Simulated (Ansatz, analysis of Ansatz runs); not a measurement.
## A hop of F in CsLiBr2 (P4/nmm), charge −1

Wanted: path and barrier of a jump of F in CsLiBr2 (P4/nmm) at charge −1. The case: F_i hop between interstitial places, in a cell of 32 host atoms with 1 F put in.

Program: Ansatz 0.2.0. Level of theory: plane-wave PAW DFT, PBEsol; nudged elastic band between two relaxed defect structures at fixed charge in a uniform background. Results are calculated unless marked as measured.

Most raw output is cut from this account.

**1. The starting structure**

The cell holds 33 atoms: 8 Cs, 8 Li, 16 Br and 1 F. Cell: a = 12.183 Å, b = 12.183 Å, c = 12.183 Å, α = 130.4°, β = 130.4°, γ = 72.7°. It derives from CsLiBr2 (space group P4/nmm). Nearest the centre at fractional (0.125, 0.125, 0.750): F33 at 1.81 Å, Br17 at 2.42 Å, Br22 at 2.42 Å, Cs3 at 2.67 Å, Cs5 at 2.67 Å, Br18 at 4.35 Å, Br21 at 4.35 Å, Br19 at 4.35 Å. The cell carries charge −1.

The cell's shortest repeat is 10.2 Å.

**2. Relaxation of the start point, charge −1**

The ends come first: from an unrelaxed start the top is counted from too high an energy, and the barrier comes out too low. Small random displacements break the symmetry of the ideal sites, so that the defect can distort if it gains by it. The charge of −1 is set by the electron count, and a uniform background keeps the cell neutral.

Input file qm1.start/input.yaml:

```yaml
crystal:
  lattice:
    - [-5.10743538, 5.10743538, 9.81108197]
    - [5.10743538, -5.10743538, 9.81108197]
    - [5.10743538, 5.10743538, -9.81108197]
  atoms:
    - { symbol: Cs, position: [0.39975685, 0.14975685, 0.25] }
    - { symbol: Cs, position: [0.39975685, 0.64975685, 0.75] }
    - { symbol: Cs, position: [0.89975685, 0.14975685, 0.75] }
    - { symbol: Cs, position: [0.89975685, 0.64975685, 0.25] }
    - { symbol: Cs, position: [0.35024315, 0.10024315, 0.75] }
    - { symbol: Cs, position: [0.35024315, 0.60024315, 0.25] }
    - { symbol: Cs, position: [0.85024315, 0.10024315, 0.25] }
    - { symbol: Cs, position: [0.85024315, 0.60024315, 0.75] }
[... 21 atom lines left out ...]
    - { symbol: Br, position: [0.25, 0.75, 0.0] }
    - { symbol: Br, position: [0.75, 0.25, 0.0] }
    - { symbol: Br, position: [0.75, 0.75, 0.5] }
    - { symbol: F, position: [0.25, 0.25, 0.0] }
total_charge: -1
basis:
  ecutwfc: 420
  xc_grid: 2
hamiltonian:
  xc: pbesol
kpoints:
  mp_grid: { grid: [1, 1, 1] }
scf:
  occupations: { method: fixed }
  max_iter: 100
output:
  forces: true
relax:
  f_tol: 0.02
  max_steps: 70
  random_displacement: { amplitude: 0.03, seed: 4750 }
```

Command:

```
ansatz run input.yaml --threads 4 --pin off --max-ram 7536MiB --backend cpu --events-out ev --progress --plain --runs-dir out
```

Wall time 20 s (4 threads of Arm Neoverse V1, shared host); peak memory 1.1 GiB; 72 s of CPU time.

The steps of the relaxation:

```tsv
step	energy less that of the first step (eV)	largest force component (eV/Å)
1	0.0000	0.5447
2	-0.6983	0.3439
3	-1.0063	0.1097
4	-1.0421	0.1108
5	-1.0554	0.0076
6	-1.0554	0.0076
```

The atoms that moved most (Å, from the sites as typed, ahead of the random displacement):

```tsv
atom	dx	dy	dz	length
Cs6	-0.358	0.002	-0.263	0.444
Cs3	0.000	0.355	0.266	0.443
Cs1	-0.001	-0.356	0.264	0.443
Cs5	0.354	0.000	-0.266	0.443
Br19	-0.002	0.331	0.116	0.350
Br17	0.000	-0.329	0.117	0.349
Br22	-0.328	-0.003	-0.119	0.348
Br21	0.328	0.000	-0.116	0.348
```

Final coordinates:

```xyz
33
Lattice="-5.1074 5.1074 9.8111 5.1074 -5.1074 9.8111 5.1074 5.1074 -9.8111" Properties=species:S:1:pos:R:3 pbc="T T T"
Cs   -0.0011    2.1984    3.2039
Cs    5.1091    2.6707    2.9207
Cs    0.0000    8.0161    3.2053
Cs   -0.0010    2.4343   12.7321
Cs    2.9077    5.1079   -3.2030
Cs    2.1959    0.0026    6.6109
Cs   -2.6747    5.1094    6.8928
Cs    2.6729    5.1076    6.8920
Li    2.6126    0.0003    0.7723
Li    7.6041   -0.0025    0.7695
Li    2.4699    5.1063    0.8235
Li    2.6414   -0.0004   10.6367
Li    5.1079    2.4975   -0.7688
Li    5.1069   -2.4635    8.9893
Li    0.0005    2.6144    9.0415
Li    5.1095    2.4680    8.9892
Br    5.1071    2.2254   -3.1798
Br    5.1056   -2.4825    6.5013
Br   -0.0021    2.8846    6.6302
Br    5.1079    2.4844    6.5009
Br    2.8817    0.0001    3.1838
Br    7.3335   -0.0028    3.1809
Br    2.4866    5.1053    3.3117
Br    2.6218    0.0005   13.1245
Br   -0.0026   -0.0031    0.0201
Br    5.1090    0.0034    0.0025
Br    0.0023    5.1107    0.0056
Br   -0.0033   -0.0019    9.7934
Br    2.5493    2.5525   -0.0005
Br    2.5582   -2.5492    9.8124
Br   -2.5526    2.5549    9.8127
Br    2.5531    2.5480    9.8093
F    -0.0011    0.0014    4.9077
```

Neighbours of F33 at the end:

```tsv
atom	distance (Å)
Cs5	2.779
Cs6	2.780
Cs1	2.780
Cs3	2.782
Br22	3.358
Br19	3.359
Br21	3.359
Br17	3.359
```

Read from the output:

```
free energy                                                                                       : -90943.4380 eV
largest move from the ideal geometry of this structure, a common shift of the far atoms taken out : 0.4445 Å
```

The relaxation gained 1.055 eV and ended with a largest force component of 0.0076 eV/Å.

**3. Relaxation of the end point, charge −1**

The end point is relaxed in the same cell and settings, so that the two energies compare.

Input file qm1.end/input.yaml:

```yaml
crystal:
  lattice:
    - [-5.10743538, 5.10743538, 9.81108197]
    - [5.10743538, -5.10743538, 9.81108197]
    - [5.10743538, 5.10743538, -9.81108197]
  atoms:
    - { symbol: Cs, position: [0.39975685, 0.14975685, 0.25] }
    - { symbol: Cs, position: [0.39975685, 0.64975685, 0.75] }
    - { symbol: Cs, position: [0.89975685, 0.14975685, 0.75] }
[... 1 atom line left out ...]
    - { symbol: Cs, position: [0.35024315, 0.10024315, 0.75] }
[... 1 atom line left out ...]
    - { symbol: Cs, position: [0.85024315, 0.10024315, 0.25] }
[... 2 atom lines left out ...]
    - { symbol: Li, position: [0.0419427, 0.7919427, 0.75] }
[... 2 atom lines left out ...]
    - { symbol: Li, position: [0.2080573, 0.4580573, 0.75] }
[... 3 atom lines left out ...]
    - { symbol: Br, position: [0.08191715, 0.33191715, 0.75] }
    - { symbol: Br, position: [0.08191715, 0.83191715, 0.25] }
    - { symbol: Br, position: [0.58191715, 0.33191715, 0.25] }
[... 1 atom line left out ...]
    - { symbol: Br, position: [0.16808285, 0.41808285, 0.25] }
    - { symbol: Br, position: [0.16808285, 0.91808285, 0.75] }
[... 1 atom line left out ...]
    - { symbol: Br, position: [0.66808285, 0.91808285, 0.25] }
[... 8 atom lines left out ...]
    - { symbol: F, position: [0.0, 0.0, -0.5] }
total_charge: -1
basis:
  ecutwfc: 420
  xc_grid: 2
hamiltonian:
  xc: pbesol
kpoints:
  mp_grid: { grid: [1, 1, 1] }
scf:
  occupations: { method: fixed }
  max_iter: 100
output:
  forces: true
relax:
  f_tol: 0.02
  max_steps: 70
  random_displacement: { amplitude: 0.03, seed: 4750 }
```

It took 24 s on 4 threads; peak memory 1.1 GiB; 86 s of CPU time.

Relaxation path:

```tsv
step	energy less that of the first step (eV)	largest force component (eV/Å)
1	0.0000	0.5672
2	-0.7443	0.3664
3	-1.0827	0.1237
4	-1.1224	0.1559
5	-1.1432	0.0760
6	-1.1480	0.0048
7	-1.1480	0.0049
```

The atoms that moved most (Å, from the sites as typed, ahead of the random displacement):

```tsv
atom	dx	dy	dz	length
Cs5	0.002	-0.356	-0.264	0.443
Cs4	0.356	0.001	0.264	0.443
Cs7	0.001	0.353	-0.264	0.441
Cs3	-0.353	-0.001	0.262	0.440
Br17	0.333	-0.002	0.116	0.353
Br22	0.001	0.333	-0.117	0.353
Br24	0.000	-0.332	-0.117	0.352
Br18	-0.332	0.000	0.116	0.352
```

Neighbours of F33 at the end:

```tsv
atom	distance (Å)
Cs5	2.781
Cs3	2.782
Cs4	2.782
Cs7	2.782
Br17	3.361
Br24	3.361
Br22	3.363
Br18	3.363
```

Numbers from this step:

```
free energy                                                                                       : -90943.4380 eV
largest move from the ideal geometry of this structure, a common shift of the far atoms taken out : 0.4435 Å
```

The relaxation gained 1.148 eV and ended with a largest force component of 0.0049 eV/Å. The end lies within 1 meV of the start.

**4. Nudged elastic band, charge −1**

7 movable images are laid between the ends on a pair-potential path, which keeps atoms from colliding in the first guess. Each image feels the true force across the path and a spring force along it. The highest image is set to climb to the top of the path.

This step: plane-wave PAW DFT, PBEsol; nudged elastic band between two relaxed defect structures at fixed charge in a uniform background.

Input file qm1.neb/input.yaml:

```yaml
crystal:
  lattice:
    - [-5.10743538, 5.10743538, 9.81108197]
    - [5.10743538, -5.10743538, 9.81108197]
    - [5.10743538, 5.10743538, -9.81108197]
  atoms:
    - { symbol: Cs, position: [0.37849875, 0.16317393, 0.21511585] }
    - { symbol: Cs, position: [0.41029441, 0.64900847, 0.76161328] }
    - { symbol: Cs, position: [0.94810304, 0.16335684, 0.78475506] }
    - { symbol: Cs, position: [0.88717131, 0.64876356, 0.2382065] }
    - { symbol: Cs, position: [0.33681316, 0.12142022, 0.78470549] }
    - { symbol: Cs, position: [0.33716439, 0.55188293, 0.21523207] }
    - { symbol: Cs, position: [0.85146747, 0.08943405, 0.23834407] }
    - { symbol: Cs, position: [0.85124993, 0.6128988, 0.76167923] }
    - { symbol: Li, position: [0.03938862, 0.29512479, 0.25579438] }
    - { symbol: Li, position: [0.03897627, 0.78362708, 0.74416894] }
    - { symbol: Li, position: [0.54185653, 0.28376451, 0.74168697] }
    - { symbol: Li, position: [0.54204352, 0.80065759, 0.2585447] }
    - { symbol: Li, position: [0.20532226, 0.46086833, 0.74454703] }
    - { symbol: Li, position: [0.21695058, 0.95806577, 0.25877671] }
    - { symbol: Li, position: [0.7167235, 0.46082922, 0.25598782] }
    - { symbol: Li, position: [0.69971916, 0.95831816, 0.74180657] }
    - { symbol: Br, position: [0.05580809, 0.33791278, 0.71782359] }
    - { symbol: Br, position: [0.08830312, 0.83115092, 0.25680059] }
    - { symbol: Br, position: [0.6202894, 0.33769162, 0.2821952] }
    - { symbol: Br, position: [0.57451548, 0.83135313, 0.7432571] }
    - { symbol: Br, position: [0.1622632, 0.4443655, 0.28211443] }
    - { symbol: Br, position: [0.16183701, 0.88003326, 0.71765586] }
    - { symbol: Br, position: [0.6685644, 0.41220439, 0.74322079] }
    - { symbol: Br, position: [0.66891061, 0.92552726, 0.25671237] }
    - { symbol: Br, position: [0.0007187, 0.0007726, -0.00055582] }
    - { symbol: Br, position: [0.00045685, 0.50027821, 0.50048455] }
    - { symbol: Br, position: [0.50060632, 0.00051383, 0.50054487] }
    - { symbol: Br, position: [0.4989138, 0.49877385, -0.000512] }
    - { symbol: Br, position: [0.2498565, 0.24953927, 0.49944434] }
    - { symbol: Br, position: [0.25050882, 0.75050202, 0.00088119] }
    - { symbol: Br, position: [0.75019655, 0.25019229, 0.00022816] }
    - { symbol: Br, position: [0.74935355, 0.74985255, 0.49938776] }
    - { symbol: F, position: [0.25025056, 0.25000623, 3.828e-05] }
total_charge: -1
basis:
  ecutwfc: 420
  xc_grid: 2
hamiltonian:
  xc: pbesol
kpoints:
  mp_grid: { grid: [1, 1, 1] }
scf:
  occupations: { method: fixed }
  max_iter: 100
output:
  forces: true
neb:
  images: 7
  f_tol: 0.05
  climbing: true
  initial_path: idpp
  max_iterations: 45
  order_check: false
  optimiser: lbfgs
  final_atoms:
    - { symbol: Cs, position: [0.40017596, 0.16200275, 0.26469976] }
    - { symbol: Cs, position: [0.40009245, 0.63831506, 0.74086814] }
    - { symbol: Cs, position: [0.91444116, 0.13009212, 0.71817185] }
[... 1 atom line left out ...]
    - { symbol: Cs, position: [0.30331258, 0.08846982, 0.71806914] }
    - { symbol: Cs, position: [0.36449424, 0.60268751, 0.26451831] }
    - { symbol: Cs, position: [0.87275077, 0.08844631, 0.28752223] }
[... 2 atom lines left out ...]
    - { symbol: Li, position: [0.04648132, 0.7907798, 0.75849547] }
[... 2 atom lines left out ...]
    - { symbol: Li, position: [0.21202336, 0.46802264, 0.75863812] }
[... 3 atom lines left out ...]
    - { symbol: Br, position: [0.08898914, 0.37195864, 0.78520693] }
    - { symbol: Br, position: [0.08920379, 0.8068487, 0.22028222] }
[... 3 atom lines left out ...]
    - { symbol: Br, position: [0.19609781, 0.9137878, 0.7855181] }
[... 1 atom line left out ...]
    - { symbol: Br, position: [0.6309484, 0.91362512, 0.22022999] }
[... 8 atom lines left out ...]
    - { symbol: F, position: [0.00128124, 0.00167793, -0.497074] }
```

It took 8.6 min on 4 threads; peak memory 3.6 GiB; 29 min of CPU time.

Images along the path:

```tsv
image	path (Å)	energy (eV)	F33: x, y, z (Å)
0	0.000	0.0000	-0.001, 0.001, 4.908
1	0.577	0.0839	-0.212, -0.223, 4.917
2	1.153	0.3813	-0.526, -0.552, 4.924
3	1.728	0.6828	-0.886, -0.907, 4.918
4	2.310	0.8046	-1.262, -1.277, 4.907
5	2.890	0.6835	-1.631, -1.652, 4.918
6	3.464	0.3831	-1.985, -2.012, 4.924
7	4.038	0.0855	-2.314, -2.326, 4.916
8	4.613	-0.0001	-2.537, -2.541, 4.906
```

Numbers from this step:

* free energy: -90942.6334 eV
* barrier forward: 0.8046 eV
* barrier backward: 0.8046 eV
* end less start: -6.09e-5 eV
* hop length: 3.591 Å

Track of the atom that was set to move:

```tsv
image	x (Å)	y (Å)	z (Å)	nearest neighbour	distance (Å)
0	-0.001	0.001	4.908	Cs	2.779
1	-0.212	-0.223	4.917	Cs	2.712
2	-0.526	-0.552	4.924	Cs	2.613
3	-0.886	-0.907	4.918	Cs	2.545
4	-1.262	-1.277	4.907	Cs	2.52
5	-1.631	-1.652	4.918	Cs	2.544
6	-1.985	-2.012	4.924	Cs	2.613
7	-2.314	-2.326	4.916	Cs	2.711
8	-2.537	-2.541	4.906	Cs	2.781
```

The band met its tolerance of 0.05 eV/Å after 22 iterations, with image 4 on top (the start counts as 0). F33, which moves farthest between the ends, has 4 Cs at 2.78 Å nearest at the start and 2 Cs at 2.52 Å at the top.

**5. Single point at the start point, r2SCAN**

Three single points with a meta-GGA, at its higher cutoff of 500 eV, show what it does to the barrier on the path found. The start is shown; top and end are run alike.

This step: plane-wave PAW DFT, r2SCAN; single point of a defect supercell on a structure of the PBEsol path.

Input file qm1.start.r2scan/input.yaml:

```yaml
crystal:
  lattice:
    - [-5.10743538, 5.10743538, 9.81108197]
    - [5.10743538, -5.10743538, 9.81108197]
    - [5.10743538, 5.10743538, -9.81108197]
  atoms:
    - { symbol: Cs, position: [0.37849875, 0.16317393, 0.21511585] }
    - { symbol: Cs, position: [0.41029441, 0.64900847, 0.76161328] }
    - { symbol: Cs, position: [0.94810304, 0.16335684, 0.78475506] }
[... 1 atom line left out ...]
    - { symbol: Cs, position: [0.33681316, 0.12142022, 0.78470549] }
    - { symbol: Cs, position: [0.33716439, 0.55188293, 0.21523207] }
    - { symbol: Cs, position: [0.85146747, 0.08943405, 0.23834407] }
[... 2 atom lines left out ...]
    - { symbol: Li, position: [0.03897627, 0.78362708, 0.74416894] }
[... 2 atom lines left out ...]
    - { symbol: Li, position: [0.20532226, 0.46086833, 0.74454703] }
[... 3 atom lines left out ...]
    - { symbol: Br, position: [0.05580809, 0.33791278, 0.71782359] }
    - { symbol: Br, position: [0.08830312, 0.83115092, 0.25680059] }
[... 3 atom lines left out ...]
    - { symbol: Br, position: [0.16183701, 0.88003326, 0.71765586] }
[... 1 atom line left out ...]
    - { symbol: Br, position: [0.66891061, 0.92552726, 0.25671237] }
[... 8 atom lines left out ...]
    - { symbol: F, position: [0.25025056, 0.25000623, 3.828e-05] }
total_charge: -1
basis:
  ecutwfc: 500
  xc_grid: 2
hamiltonian:
  xc: r2scan
kpoints:
  mp_grid: { grid: [1, 1, 1] }
scf:
  occupations: { method: fixed }
  max_iter: 100
output:
  forces: true
  eigenvalues: true
checkpoint:
  write: "../qm1.start.r2scan.run"
  compress: false
  write_wavefunctions: false
  write_every: 100000
```

Elapsed: 10 s, on 4 threads; peak memory 1.5 GiB; 39 s of CPU time.

Numbers from this step:

```yaml
free_energy: -92679.8013 eV
```

**6. Barrier from single points, r2SCAN**

Analysis of the runs above: barrier from r2SCAN single points on the PBEsol path.

It gives:

```
barrier forward  : 0.9370 eV
barrier backward : 0.9375 eV
end less start   : -5.30e-4 eV
```

This gives 0.937 eV against the band's 0.805 eV.

**7. Single point at the start point, HSE06**

A whole band with exact exchange would cost too much, so three single points on the path found stand in. The start is shown; top and end are run alike.

This step: plane-wave PAW DFT, HSE06; single point of a defect supercell on a structure of the PBEsol path.

qm1.start.hse06/input.yaml, as its differences from qm1.start.r2scan/input.yaml of step 5:

```diff
@@ -28,6 +28,6 @@
 basis:
-  ecutwfc: 500
+  ecutwfc: 420
   xc_grid: 2
 hamiltonian:
-  xc: r2scan
+  xc: hse06
 kpoints:
@@ -41,3 +41,3 @@
 checkpoint:
-  write: "../qm1.start.r2scan.run"
+  write: "../qm1.start.hse06.run"
   compress: false
```

Elapsed: 56 s, on 4 threads; peak memory 1.8 GiB.

Numbers from this step:

```yaml
free_energy: -92464.0702 eV
```

**8. Barrier from single points, HSE06**

Analysis of the runs above: barrier from HSE06 single points on the PBEsol path.

It gives:

```yaml
barrier_forward: 0.8614 eV
barrier_backward: 0.8616 eV
end_less_start: -2.22e-4 eV
```

This gives 0.861 eV against the band's 0.805 eV.

**9. Band with another choice: wide smearing**

A wide smearing tests how much the barrier leans on the occupations.

This step: plane-wave PAW DFT, PBEsol; nudged elastic band between two relaxed defect structures at fixed charge in a uniform background.

qm1.try0/input.yaml, as its differences from qm1.neb/input.yaml of step 4:

```diff
@@ -48,3 +48,3 @@
 scf:
-  occupations: { method: fixed }
+  occupations: { method: gaussian, width: 0.2 }
   max_iter: 100
@@ -57,3 +57,3 @@
   initial_path: idpp
-  max_iterations: 45
+  max_iterations: 30
   order_check: false
```

Run time: 9.1 min. Hardware: 4 threads; peak memory 3.7 GiB; 31 min of CPU time.

The run converged with other settings, drawn as a test and not checked for convergence; the results below rest on the first set.

What was changed: wide smearing.

Its highest image lies 0.81 eV above the start; the sound band gave 0.80 eV.

Here the change did no harm: 0.810 eV against the band's 0.805 eV.

**10. Summary of results**

| Property | Result |
| --- | --- |
| barrier forward | 0.80 eV |
| barrier backward | 0.80 eV |
| end less start | 0.00 eV |
| hop length | 3.59 Å |
| band iterations, as the log counts them | 22 |
| barrier from single points, r2SCAN | 0.94 eV |
| barrier from single points, HSE06 | 0.86 eV |

In words: The top of the band lies 0.80 eV above the start and 0.80 eV above the end, which are alike in energy and neighbours. With an assumed prefactor of 1e13 per second it gives one hop a second along this one path at about 310 K; whether such hops link up through the crystal wasn't checked. At the top F33 stands 2.52 Å from its nearest Cs, 0.26 Å closer than at the start. Across functionals on this path (PBEsol 0.805, r2SCAN 0.937 and HSE06 0.861 eV) the forward values spread by 0.132 eV. The order of the top as a saddle was not checked for all atoms, so a bent path could be lower. No image-charge correction is applied; it largely cancels along a path if the charge stays localised alike. Keep in mind: sampling at the zone centre alone can move energies of charged and open-shell states by tenths of an eV or more in cells of this size; spin–orbit coupling, which can matter with heavy atoms, is left out.

[Logs are printed without paths, hosts, clocks, repeated set-up lines and the standing remarks that a program may print on its own settings, such as how far it seeks lower states.]

[Hosts, paths, dates, database ids (printed as entryN), source tags and the programs' standing remarks are cut or masked in the printed files.]
